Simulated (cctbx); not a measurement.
# Diagnosing a refinement

Cell a = 6.3200 Å, b = 6.3200 Å, c = 17.6000 Å, α = 90.00°, β = 90.00°, γ = 120.00°; space group R-3 (no. 148). The compound is ZnIrCl6.

The data are simulated with cctbx, not measured: Mo Kα, λ = 0.71073 Å, to d = 0.65 Å, 80 % of the full sphere, strongest reflection 20000 counts, noise from counting, a 2 % proportional error and a noise floor of 4 counts (s.d.); no absorption.

An anisotropic refinement with weights 1/σ² prints:

```text
Rint 0.021, 524 unique reflections to 0.65 A
cycle     R1     wR2    GooF  max shift (A)
   1  0.0471  0.1144   6.664   0.00113
   2  0.0133  0.0376   2.187   0.00000
final R1 0.0133 wR2 0.0376 GooF 2.187  parameters 13  data/parameter 40.3
atom        x        y        z      Ueq    occ   su(xyz)  su(Uiso or U11)
Ir1    0.00000  0.00000  0.00000   0.0079  1.000  0.00000  0.0001
Zn1    0.33333  0.66667  0.16667   0.0048  1.000  0.00000  0.0002
Cl1    0.64599  0.01407  0.25943   0.0153  1.000  0.00010  0.0002
difference map: max 0.97 min -0.96 rms 0.17
Q1    0.0000  0.0000  0.5000    3    0.98  0.00 A from Zn1
Q2    0.0000  0.0000  0.0228    6    0.63  0.40 A from Ir1
Q3    0.0000  0.0000  0.1682    6    0.56  2.56 A from Cl1
Q4    0.0172  0.3151  0.6862   18    0.52  1.02 A from Cl1
Q5    0.0594  0.5940  0.4127   18    0.44  1.57 A from Cl1
Q6    0.0000  0.0000  0.0935    6    0.42  1.64 A from Ir1
```

**Question.** Can this result stand? If not, what is the likely fault?

Mend it. The fault: dispersion terms of the wrong wavelength (1.54184 Å). Against the right model at the same level, R1 goes from 0.0067 to 0.0133 and GooF from 0.91 to 2.19, U of Zn1 shrinks from 0.0088 to 0.0048 Å², U of Cl1 swells from 0.0118 to 0.0153 Å², the top difference peak, 1.0 e/Å³, lies on Zn1 and a hole of -1.0 e/Å³ opens. f′ and f″ must be those of the data's wavelength; the error mimics a mistyped heavy atom. The signs are weak, and the output alone doesn't single this fault out.

The compound is ZnIrCl6. The right model at the same level gives:

```text
Rint 0.021, 524 unique reflections to 0.65 A
cycle     R1     wR2    GooF  max shift (A)
   1  0.0089  0.0219   1.277   0.00013
   2  0.0067  0.0157   0.914   0.00000
final R1 0.0067 wR2 0.0157 GooF 0.914  parameters 13  data/parameter 40.3
atom        x        y        z      Ueq    occ   su(xyz)  su(Uiso or U11)
Ir1    0.00000  0.00000  0.00000   0.0095  1.000  0.00000  0.0000
Zn1    0.33333  0.66667  0.16667   0.0088  1.000  0.00000  0.0001
Cl1    0.64589  0.01417  0.25943   0.0118  1.000  0.00004  0.0001
difference map: max 0.33 min -0.28 rms 0.08
Q1    0.0000  0.0000  0.0344    6    0.33  0.61 A from Ir1
Q2    0.0498  0.4652  0.1731   18    0.29  1.60 A from Zn1
Q3    0.0272  0.5813  0.3560   18    0.25  1.77 A from Cl1
Q4    0.0000  0.0000  0.2587    6    0.24  2.28 A from Cl1
Q5    0.0691  0.5578  0.8609   18    0.22  1.64 A from Cl1
Q6    0.0000  0.0000  0.0839    6    0.22  1.48 A from Ir1
```

The model is made up (kin elements in a known structure type, no relaxation), so it says nothing on whether the phase exists.

[Middle refinement cycles are left out of these outputs.]

[Logs are printed without paths, hosts, clocks, repeated set-up lines and the standing remarks that a program may print on its own settings, such as how far it seeks lower states.]
